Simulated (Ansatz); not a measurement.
# Cr2NOS MXene monolayer in a perpendicular field, part 2 of 2

Aim: how the Cr2NOS MXene monolayer screens a field along its normal, and what the field does to its bands. A positive field points along +c.

Ansatz 0.2.0; plane-wave DFT, PBE-D3(BJ), Ansatz PAW.

So far. Step 2 (Relaxation): The lattice constant a goes from 2.764 to 2.993 Å.

## Step 3: Atoms held, field 0

A sawtooth potential applies the field, turning back in the middle of the vacuum. With the dipole correction the typed value is the field outside the slab. The induced dipole is small, so the SCF threshold is tight.

The cell differs from the one that the last finished run ended in (c 40.790 → 22.673 Å).

input.yaml

```yaml
crystal:
  lattice:
    - [2.9932557076, 0.0, 0.0]
    - [-1.4966278538, 2.5922354828, 0.0]
    - [0.0, 0.0, 22.6726929385]
  atoms:
    - { symbol: S, position: [0.3333333333, 0.6666666667, 0.3969532876], spin: 0.09 }
    - { symbol: Cr, position: [0.6666666667, 0.3333333333, 0.4675491465], spin: -1.71 }
    - { symbol: "N", position: [0.0, 0.0, 0.5104193968], spin: 0.03 }
    - { symbol: Cr, position: [0.3333333333, 0.6666666667, 0.5644969957], spin: 1.99 }
    - { symbol: O, position: [0.6666666667, 0.3333333333, 0.6030467124], spin: -0.01 }
magnetization:
  spin_polarized: true
kpoints:
  mp_grid: { grid: [18, 18, 1] }
  band_path:
    path: [[0, 0, 0], [0.5, 0, 0], [0.33333333, 0.33333333, 0], [0, 0, 0]]
    npoints: 16
hamiltonian:
  xc: pbe
  dispersion: d3bj
scf:
  occupations: { method: fermi_dirac, width: 0.02585 }
  convergence: { dr2_threshold: 1.0e-10 }
efield:
  axis: 3
  dipole_correction: true
  ramp_position: 0.97
  ramp_width: 0.06
  amplitude: 0
output:
  dos: { projected: true, e_range: [-6, 5] }
  write_potential: true
  write_density: true
  volumetric_format: npy
  elf: true
```

On the command line:

```bash
$ ansatz run input.yaml --threads 2 --pin off --max-ram 3072MiB --backend cpu --events-out ev --progress --plain --runs-dir out
```

Numbers of over 12 decimals in the logs are rounded to 6 here.

The log of the run:

```text
[...]
Crystal: 5 atoms, lattice volume = 175.922 Å³
Basis set: ecut = 420 eV, 3303 PW (Γ)
Bands: 30, of which v1, the nominal top of the filled ones, is band 23 counted from 1 (22 counted from 0)
Symmetry: 6 space group operations
k-points: 37 of 324 (time reversal used)
[...]
Starting moments: Σ|m| = 3.83 μB on 5 of 5 sites
[...]
SCF iter   1: F=—  HF=-8606.755895 eV  |F-HF|=—  |Δ(HF+E_count)|=         —  Δρ=5.81e-2 (↑4.32e-2 ↓5.81e-2)  dr2=1.62e1  dr2_m=7.06e-1  M=0.873 μB ∫|m|=2.319 μB  β_m=0.30  ethr=3.10e-3  p=0.000 e·Å  D=2.27e-6 V/Å  ΔV_dip=-0.00 eV  dr2_dipole=9.37e-3  V_vac-E_F(+/−)=4.68/4.68 eV  ⟨swp⟩=11.2  Hψ=12950  notcnv=0
[...]
efield: sawtooth ramp at fractional position 0.9700 (set: `efield.ramp_position`, or a place that a band, a saddle search or an elastic batch's reference lends), width 0.0600; the density the first Hamiltonian is built on has a dipole p = 0.000 e·Å; the dipole correction subtracts the counter field D = 2.27e-6 V/Å, which shifts the + side's vacuum level by -0.00 eV against the − side's; the planar-averaged density in the ramp window peaks in size at 4.0e-6 e/Å³
[...]
SCF iter   2: F=—  HF=-8608.436715 eV  |F-HF|=—  |Δ(HF+E_count)|=    1.68e0  Δρ=2.80e-2 (↑2.01e-2 ↓2.80e-2)  dr2=4.04e0  dr2_m=1.74e-1  M=0.846 μB ∫|m|=3.175 μB  β_m=0.41  ethr=3.10e-3  p=-0.009 e·Å  D=-9.67e-3 V/Å  ΔV_dip=0.22 eV  dr2_dipole=9.27e-4  V_vac-E_F(+/−)=4.83/4.61 eV  ⟨swp⟩=3.3  Hψ=5633  notcnv=0  defer=129
density mixer auto → msr1: a metal under ldos (density of states about μ 1.85 of a free-electron gas's, 14 screened modes)
SCF iter   3: F=—  HF=-8611.376282 eV  |F-HF|=—  |Δ(HF+E_count)|=    2.94e0  Δρ=2.01e-2 (↑2.01e-2 ↓1.98e-2)  dr2=2.51e-1  dr2_m=5.80e-1  M=0.695 μB ∫|m|=4.189 μB  β_m=0.71  ethr=3.10e-3  p=-0.016 e·Å  D=-1.62e-2 V/Å  ΔV_dip=0.37 eV  dr2_dipole=3.50e-3  V_vac-E_F(+/−)=5.41/5.04 eV  ⟨swp⟩=4.0  Hψ=6300  notcnv=0  defer=134
[...]
SCF iter  14: F=-8611.886284 eV  HF=-8611.886284 eV  |F-HF|=9.09e-12  |Δ(HF+E_count)|=  2.00e-11  Δρ=4.99e-8 (↑4.09e-8 ↓4.99e-8)  dr2=1.81e-11  dr2_m=7.82e-13  M=0.485 μB ∫|m|=4.785 μB  ethr=1.00e-12  p=-0.043 e·Å  D=-4.43e-2 V/Å  ΔV_dip=1.00 eV  dr2_dipole=2.10e-12  V_vac-E_F(+/−)=6.55/5.54 eV  ⟨swp⟩=10.8  Hψ=8537  notcnv=0
SCF 1 converged in 14 iterations: F = -8611.886284 eV  dr2 = 1.81e-11
[...]
NSCF: frozen V_eff on 49 k-points
efield: sawtooth ramp at fractional position 0.9700 (kept from the solve that this one continues, or follows in the run), width 0.0600; the density the first Hamiltonian is built on has a dipole p = -0.043 e·Å; the dipole correction subtracts the counter field D = -4.43e-2 V/Å, which shifts the + side's vacuum level by +1.00 eV against the − side's; the planar-averaged density in the ramp window peaks in size at 3.2e-6 e/Å³
SCF converged after 14 iterations
Magnetization: 0.4850 μB (22.7425 up, 22.2575 down)
Absolute magnetization: 4.7858 μB (∫|ρ↑−ρ↓|, with the PAW one-centre terms)
[...]
Per-site moments (μB) at R_I (Å): [(0.093660, 0.971649), (-1.721165, 0.817882), (0.036209, 0.817882), (1.994361, 0.798851), (-0.012012, 0.798851)]
Free energy (F): -8611.886284 eV
[...]
Internal energy: -8611.877317 eV  (E = F + TS)
E sigma→0 (E₀):  -8611.881801 eV
Entropy (-TS):   -0.008968 eV (-1.794 meV/atom)
Fermi energy:    -0.158636 eV
Dipole field:    D = -0.044323 V/Å  (p = -0.043091 e·Å, saw-weighted, corrected)
Work function:   Φ+ = 6.5487 eV   Φ− = 5.5438 eV
Levels:          The Fermi level and band energies are counted from a zero that moves with the ramp; work functions are not
[...]
--- Band table (eV; the first three rows and the last of 74) ---
  k-point 0 ↑: bands = [... 19 lower, -1.7329, -0.3600, 0.0724, 0.0724, 0.7806, 0.7806, 1.4930, 2.1612, ... 3 higher]
  k-point 1 ↑: bands = [... 19 lower, -1.7215, -0.4958, -0.0578, -0.0368, 0.8188, 0.8954, 1.5924, 2.0633, ... 3 higher]
  k-point 2 ↑: bands = [... 19 lower, -1.6831, -0.9639, -0.2590, -0.1506, 0.8384, 1.1302, 1.7832, 1.8677, ... 3 higher]
  k-point 36 ↓: bands = [... 19 lower, -3.2268, -0.7994, -0.4991, -0.4552, 1.3424, 1.4386, 1.9762, 2.3921, ... 3 higher]
```

The job ended after 41 s (2 threads of Intel Xeon Platinum 8259CL at 2.50GHz (Skylake/Cascade Lake), shared host; peak memory 0.8 GiB).

This step gave:

```
energy at zero smearing        : -8611.8818 eV
total moment                   : 0.4850 μB
site moments                   : 0.09366, -1.721, 0.03621, 1.994, -0.01201 μB
work function, upper face      : 6.549 eV
work function, lower face      : 5.544 eV
dipole along the normal        : -0.04309 e·Å
step between the vacuum levels : 1.005 eV
```

Running mean over a fixed 2.7 Å (it still follows the layers) of the planar mean; the ramp of the sawtooth is left out. Table of electron's electrostatic potential energy less the Fermi level by z:

| z (Å) | electron's electrostatic potential energy less the Fermi level (eV) |
| --- | --- |
| 3 | 5.54 |
| 4 | 5.54 |
| 5 | 5.54 |
| 6 | 5.51 |
| 7 | 4.67 |
| 8 | -0.229 |
| 9 | -4.97 |
| 10 | -9.60 |
| 11 | -10.0 |
| 12 | -11.2 |
| 13 | -8.56 |
| 14 | -2.83 |
| 15 | 4.04 |
| 16 | 6.47 |
| 17 | 6.55 |
| 18 | 6.55 |
| 19 | 6.55 |

The density of states has structure finer than the step of the table below, so its rows give means over 0.25 eV, whole bins alone (the curve runs from -6 to 1.99 eV). Peaks (eV: height): total -5.940: 9.44, -5.200: 12.4, -3.960: 16.8, -1.070: 18.2, -0.270: 10.2, 1.530: 10.00, 1.610: 12.3; up -5.750: 5.52, -4.020: 6.67, -2.720: 6.45, -1.070: 16.6, -0.680: 6.97, 1.610: 8.57, 1.880: 5.17; down -5.890: 6.92, -5.200: 9.18, -4.620: 5.47, -3.960: 11.5, -3.570: 4.63, -0.240: 6.61, 1.530: 9.58.

The density of states by energy, zero at the Fermi level; means over each step; values in states/eV a cell:

| energy (eV) | total | up | down |
| --- | --- | --- | --- |
| -5.75 | 2.87 | 1.81 | 1.06 |
| -5.50 | 3.50 | 1.93 | 1.57 |
| -5.25 | 6.26 | 2.86 | 3.40 |
| -5.00 | 2.57 | 1.10 | 1.47 |
| -4.75 | 4.31 | 1.87 | 2.44 |
| -4.50 | 2.63 | 1.22 | 1.41 |
| -4.25 | 1.29 | 0.786 | 0.506 |
| -4.00 | 7.45 | 3.94 | 3.51 |
| -3.75 | 3.48 | 2.23 | 1.25 |
| -3.50 | 3.92 | 1.72 | 2.20 |
| -3.25 | 2.68 | 0.904 | 1.77 |
| -3.00 | 1.67 | 0.664 | 1.01 |
| -2.75 | 4.31 | 2.28 | 2.03 |
| -2.50 | 2.53 | 0.984 | 1.55 |
| -2.25 | 2.12 | 0.856 | 1.26 |
| -2.00 | 1.85 | 0.597 | 1.26 |
| -1.75 | 1.51 | 0.779 | 0.728 |
| -1.50 | 2.08 | 1.91 | 0.175 |
| -1.25 | 3.15 | 1.38 | 1.78 |
| -1.00 | 4.36 | 3.02 | 1.33 |
| -0.75 | 3.46 | 2.69 | 0.771 |
| -0.50 | 1.37 | 1.26 | 0.108 |
| -0.25 | 5.97 | 2.12 | 3.86 |
| 0.00 | 3.79 | 1.74 | 2.05 |
| 0.25 | 1.30 | 0.131 | 1.17 |
| 0.50 | 1.00 | 0 | 1.00 |
| 0.75 | 0.380 | 0.380 | 0 |
| 1.00 | 2.69 | 2.69 | 0 |
| 1.25 | 2.21 | 1.08 | 1.12 |
| 1.50 | 5.42 | 2.07 | 3.36 |
| 1.75 | 6.58 | 4.01 | 2.57 |

Projected DOS per atom over height of the atomic layer and energy from the Fermi level. Layers: S Cr N Cr O from below.

Ten even steps from '_' (0.02 states/eV) to '@' (3.11 states/eV), each cell a mean:
```
..##__**..
..==__%%..
__==__..__
__..______
....______
..==__::..
..++__--__
__..__++__
__==__++..
..::__..__
::::______
::..______
++....__..
==..____..
::..__..--
::......==
::::::::@@
..______..
::::..::==
..::--::--
....--::::
::..++..::
```
Columns: height of the atomic layer (Å) from 9 to 13.7 (not evenly spaced); rows upwards: energy from the Fermi level (eV) from -5.96 to 1.96.

Projected DOS per atom, spin up over height of the atomic layer and energy from the Fermi level. Layers: S Cr N Cr O from below.

Ten even steps from '_' (0.00 states/eV) to '@' (1.84 states/eV), each cell a mean:
```
..@@__==..
__++__--..
__##__..__
__..______
__________
______==..
______++..
______@@__
______@@::
::..__::__
::________
::________
==________
--________
..____....
::......--
....::::##
..______..
::......::
__..::::::
....----::
::..==::::
```
Columns: height of the atomic layer (Å) from 9 to 13.7 (not evenly spaced); rows upwards: energy from the Fermi level (eV) from -5.96 to 1.96.

Projected DOS per atom, spin down over height of the atomic layer and energy from the Fermi level. Layers: S Cr N Cr O from below.

Values in states/eV, 22 rows by 5 columns, each cell a mean:
```
0.26 0.45 0.12 1.38 0.07
0.22 0.53 0.15 2.04 0.11
0.01 0.01 0.00 0.03 0.00
0.06 0.06 0.03 0.02 0.01
0.34 0.43 0.17 0.11 0.04
0.45 1.32 0.19 0.14 0.04
0.34 1.53 0.10 0.10 0.02
0.09 0.44 0.07 0.02 0.04
0.14 1.12 0.19 0.10 0.14
0.03 0.32 0.05 0.03 0.04
0.27 0.59 0.05 0.03 0.02
0.51 0.47 0.09 0.03 0.11
0.76 0.30 0.18 0.06 0.24
0.73 0.29 0.17 0.07 0.34
0.38 0.30 0.14 0.17 0.72
0.29 0.26 0.16 0.20 0.73
0.31 0.38 0.19 0.35 1.65
0.21 0.13 0.07 0.08 0.17
0.43 0.48 0.23 0.36 0.88
0.30 0.49 0.79 0.40 0.58
0.16 0.27 0.55 0.22 0.34
0.44 0.34 0.89 0.20 0.25
```
Columns: height of the atomic layer (Å) from 9 to 13.7 (not evenly spaced); rows upwards: energy from the Fermi level (eV) from -5.96 to 1.96.

Deep bands are left out, so band numbers here count from the lowest band kept and differ from the log's. The electronic bands at the labelled points (eV, zero at the Fermi level; # counts the bands kept):

| point | up #10 | up #11 | up #12 | up #13 | down #10 | down #11 | down #12 | down #13 |
| --- | --- | --- | --- | --- | --- | --- | --- | --- |
| Γ | -0.20 | 0.23 | 0.23 | 0.94 | -0.17 | 0.17 | 0.17 | 1.31 |
| halfway | -1.19 | -0.61 | 0.01 | 0.87 | -1.30 | 0.11 | 0.11 | 1.50 |
| M | -1.01 | -0.72 | -0.54 | 0.82 | -1.30 | -0.36 | -0.06 | 1.53 |
| halfway | -1.06 | -0.75 | -0.24 | 1.25 | -0.83 | -0.27 | -0.15 | 1.57 |
| K | -1.07 | -0.82 | -0.02 | 1.53 | -0.64 | -0.34 | -0.30 | 1.50 |
| halfway | -1.16 | -0.64 | -0.11 | 1.07 | -1.21 | -0.30 | 0.48 | 1.25 |
| Γ | -0.20 | 0.23 | 0.23 | 0.94 | -0.17 | 0.17 | 0.17 | 1.31 |

Spin density in the ca plane at fractional y = 0.333, with atoms of Cr and O within 0.2 Å of it.

Ten even steps from '0' (-2.7 e/Å³) to '9' (0.2 e/Å³), each cell a mean:
```
99999999999999999999999878999999999999999999
99999999999999999999998635899999999999999999
99999999999999999999998403789999999999999999
99999999999999999999998746899999999999999999
99999999999999999999999888999999999999999999
99999999999999999999999999999999999999999999
99999999999999999999999999999999999999999999
99999999999999999999999999999999999999999999
```
Columns run along c (16.0 Å, from fractional 0.08 to 0.79 of the cell), rows up along a (3.0 Å). Atoms in or near the plane, at fractional coordinates: Cr at (0.47, 0.67), O at (0.60, 0.67).

ELF in the ca plane at fractional y = 0.333, with atoms of Cr and O within 0.2 Å of it. It is the smooth field of the valence electrons, not physical close to the nuclei.

Ten even steps from '0' (0.00) to '9' (0.93), each cell a mean:
```
00000000000000001245542243122114787531000000
00000000000000000011212798411147779852000000
00000000000000000001113899511147558862000000
00000000000000000012322687311137788752000000
00000000000000001356652232232113677520000000
00000000000000014688875212563111122100000000
00000000000000025788886224674112100000000000
00000000000000013678874112463111233100000000
```
Columns run along c (16.0 Å, from fractional 0.08 to 0.79 of the cell), rows up along a (3.0 Å). Atoms in or near the plane, at fractional coordinates: Cr at (0.47, 0.67), O at (0.60, 0.67).

Valence density in the ca plane at fractional y = 0.333, with atoms of Cr and O within 0.2 Å of it. It is the smooth field of the valence electrons, not physical close to the nuclei.

Ten steps, logarithmic in the rise over the least value, from '0' (0 e/Å³) to '9' (19 e/Å³), each cell a mean:
```
00000000000000000011222454321123442100000000
00000000000000000001114798521124675200000000
00000000000000000001114899621125776300000000
00000000000000000001123787421124664200000000
00000000000000000012222344221122332100000000
00000000000000000122322122222222211000000000
00000000000000000123322112232232110000000000
00000000000000000122222222222222211000000000
```
Columns run along c (16.0 Å, from fractional 0.08 to 0.79 of the cell), rows up along a (3.0 Å). Atoms in or near the plane, at fractional coordinates: Cr at (0.47, 0.67), O at (0.60, 0.67).

The work function of the upper face is 6.55 eV.

## Step 4: Atoms held, field 0.1 V/Å

input.yaml: that of step 3 with these lines changed.

```diff
@@ -29,5 +29,4 @@
   ramp_width: 0.06
-  amplitude: 0
+  amplitude: 0.1
 output:
-  dos: { projected: true, e_range: [-6, 5] }
   write_potential: true
@@ -35,2 +34 @@
   volumetric_format: npy
-  elf: true
```

The log of the run:

```text
[...]
Crystal: 5 atoms, lattice volume = 175.922 Å³
Basis set: ecut = 420 eV, 3303 PW (Γ)
Bands: 30, of which v1, the nominal top of the filled ones, is band 23 counted from 1 (22 counted from 0)
Symmetry: 6 space group operations
k-points: 37 of 324 (time reversal used)
[...]
Starting moments: Σ|m| = 3.83 μB on 5 of 5 sites
[...]
k-point 1 ↑: bands = [... 19 lower, -1.7385, -0.5093, -0.0732, -0.0541, 0.8041, 0.8806, 1.5775, 2.0468, ... 3 higher]
  k-point 2 ↑: bands = [... 19 lower, -1.7001, -0.9805, -0.2763, -0.1638, 0.8238, 1.1155, 1.7673, 1.8528, ... 3 higher]
  k-point 36 ↓: bands = [... 19 lower, -3.2365, -0.8170, -0.5181, -0.4742, 1.3236, 1.4180, 1.9577, 2.3736, ... 3 higher]
[key lines of the parts left out:]
SCF converged after 14 iterations
Magnetization: 0.4754 μB (22.7377 up, 22.2623 down)
Free energy (F): -8611.883328 eV
Fermi energy:    -0.175389 eV
Dipole field:    D = -0.016501 V/Å  (p = -0.016043 e·Å, saw-weighted, corrected)
```

Elapsed: 41 s, on 2 threads; peak memory 0.81 GiB.

The dipole is -0.0160 e·Å, 0.0270 e·Å from its value without field.

## Step 5: Single point, field -0.1 V/Å

input.yaml: that of step 4 with these lines changed.

```diff
@@ -29,3 +29,3 @@
   ramp_width: 0.06
-  amplitude: 0.1
+  amplitude: -0.1
 output:
```

The log of the run:

```text
[...]
Crystal: 5 atoms, lattice volume = 175.922 Å³
Basis set: ecut = 420 eV, 3303 PW (Γ)
Bands: 30, of which v1, the nominal top of the filled ones, is band 23 counted from 1 (22 counted from 0)
Symmetry: 6 space group operations
k-points: 37 of 324 (time reversal used)
[...]
Starting moments: Σ|m| = 3.83 μB on 5 of 5 sites
[...]
k-point 1 ↑: bands = [... 19 lower, -1.7051, -0.4829, -0.0430, -0.0202, 0.8329, 0.9096, 1.6066, 2.0793, ... 3 higher]
  k-point 2 ↑: bands = [... 19 lower, -1.6667, -0.9478, -0.2423, -0.1380, 0.8526, 1.1445, 1.7984, 1.8821, ... 3 higher]
  k-point 36 ↓: bands = [... 19 lower, -3.2176, -0.7824, -0.4805, -0.4367, 1.3607, 1.4587, 1.9942, 2.4101, ... 3 higher]
[key lines of the parts left out:]
SCF converged after 14 iterations
Magnetization: 0.4946 μB (22.7473 up, 22.2527 down)
Free energy (F): -8611.891945 eV
Fermi energy:    -0.142432 eV
Dipole field:    D = -0.072130 V/Å  (p = -0.070125 e·Å, saw-weighted, corrected)
```

Wall time 41 s (2 threads); peak memory 0.81 GiB; 80 s of CPU time.

The dipole is -0.0701 e·Å, -0.0270 e·Å from its value without field.

## Step 6: Response, atoms held

This step: plane-wave DFT, PBE-D3(BJ), Ansatz PAW; response to a field along the normal, atoms held (Ansatz 0.2.0).

The dipoles give the slope, and the difference of two potentials shows where the field is screened.

Numbers from this step:

* equivalent conductor thickness p/(ε₀AE): 6.306 Å
* distance between the outer atoms: 4.673 Å

Table of dipole of the cell by applied field:

| applied field (V/Å) | dipole of the cell (e·Å) |
| --- | --- |
| -0.1000 | -0.0701 |
| 0.0000 | -0.0431 |
| 0.1000 | -0.0160 |

The total moment by applied field:

| applied field (V/Å) | total moment (μB) |
| --- | --- |
| -0.1000 | 0.495 |
| 0.0000 | 0.485 |
| 0.1000 | 0.475 |

Local field over the applied field, running mean. From the potentials at -0.1 and 0.1 V/Å; running mean over 2.5 Å. Local field over applied field against z:

| z (Å) | local field over applied field |
| --- | --- |
| 4.5 | 0.999 |
| 5.0 | 0.997 |
| 5.5 | 0.991 |
| 6.0 | 0.973 |
| 6.5 | 0.925 |
| 7.0 | 0.821 |
| 7.5 | 0.664 |
| 8.0 | 0.484 |
| 8.5 | 0.298 |
| 9.0 | 0.148 |
| 9.5 | 0.0597 |
| 10.0 | 0.0184 |
| 10.5 | 0.00298 |
| 11.0 | 0.00845 |
| 11.5 | 0.00958 |
| 12.0 | 0.00978 |
| 12.5 | 0.0399 |
| 13.0 | 0.108 |
| 13.5 | 0.235 |
| 14.0 | 0.406 |
| 14.5 | 0.590 |
| 15.0 | 0.759 |
| 15.5 | 0.892 |
| 16.0 | 0.963 |
| 16.5 | 0.989 |
| 17.0 | 0.997 |
| 17.5 | 0.999 |
| 18.0 | 1.000 |
| 18.5 | 1.000 |

The induced electron density oscillates, so the rows of the table below give means over windows of 0.5 Å about each position, cut where the curve ends. Its maxima inside the range that stand out by 2 % of the span (Å: e/Å³ per V/Å): 8.08: 0.00374, 9.07: 0.00128, 10.63: 0.00120, 11.34: 1.6e-4, 12.47: 6.0e-4, 13.04: -1.2e-4, 13.75: -0.00113. Its minima: 8.79: 0.00112, 10.06: -1.0e-3, 11.05: -1.2e-4, 12.04: -4.9e-4, 12.75: -7.3e-4, 13.46: -0.00241, 14.31: -0.00403.

Electrons, planar mean, per unit field. Induced electron density against z; means over each step:

| z (Å) | induced electron density (e/Å³ per V/Å) |
| --- | --- |
| 4.5 | 3.2e-6 |
| 5.0 | 1.1e-5 |
| 5.5 | 3.9e-5 |
| 6.0 | 1.2e-4 |
| 6.5 | 3.8e-4 |
| 7.0 | 0.00103 |
| 7.5 | 0.00240 |
| 8.0 | 0.00355 |
| 8.5 | 0.00218 |
| 9.0 | 0.00120 |
| 9.5 | 4.0e-4 |
| 10.0 | -7.9e-4 |
| 10.5 | 4.8e-4 |
| 11.0 | 1.2e-4 |
| 11.5 | -1.7e-5 |
| 12.0 | -3.2e-4 |
| 12.5 | 1.1e-4 |
| 13.0 | -5.7e-4 |
| 13.5 | -0.00173 |
| 14.0 | -0.00285 |
| 14.5 | -0.00341 |
| 15.0 | -0.00158 |
| 15.5 | -5.4e-4 |
| 16.0 | -1.6e-4 |
| 16.5 | -4.4e-5 |
| 17.0 | -1.1e-5 |
| 17.5 | -2.8e-6 |
| 18.0 | -6.9e-7 |
| 18.5 | -2.2e-7 |

By hand: between -0.1 and 0.1 V/Å the dipole changes by 0.05408 e·Å, a slope of 0.2704 e·Å²/V. A perfect conductor of thickness t has p = ε₀AEt, so t = 180.95 × 0.2704 / 7.759 = 6.31 Å (e/ε₀ = 180.95 V·Å, A in Å²).

The induced dipole is that of a conductor 6.31 Å thick.

## Step 7: What came out

```yaml
gap_without_field: none
work_function_upper_face: 6.55 eV
step_between_the_vacuum_levels: 1.00 eV
equivalent_conductor_thickness_atoms_held: 6.31 Å
```

**Reading.** The induced dipole equals that of a perfect conductor 6.31 Å thick, while the outer atoms lie 4.67 Å apart. The two faces differ: the vacuum level above lies 1.00 eV higher than the one below. There is no gap over 0.03 eV, with or without the field. For an open d or f shell that can be the fault of a semilocal functional without a Hubbard term. The magnetic order is the one reached from the typed start; other orders were not compared. The MXene's terminations sit over the metal atoms of its far layer; the site over carbon or nitrogen, which some compounds prefer, was not run.

[Logs are printed without paths, hosts, clocks, repeated set-up lines and the standing remarks that a program may print on its own settings, such as how far it seeks lower states.]

[Hosts, paths, dates, database ids (printed as entryN), source tags and the programs' standing remarks are cut or masked in the printed files.]

[Maps of the electrostatic potential energy from Ansatz leave out the sawtooth potential of an applied field or a dipole correction, so their vacuum need not be flat; planar profiles and work functions include it.]
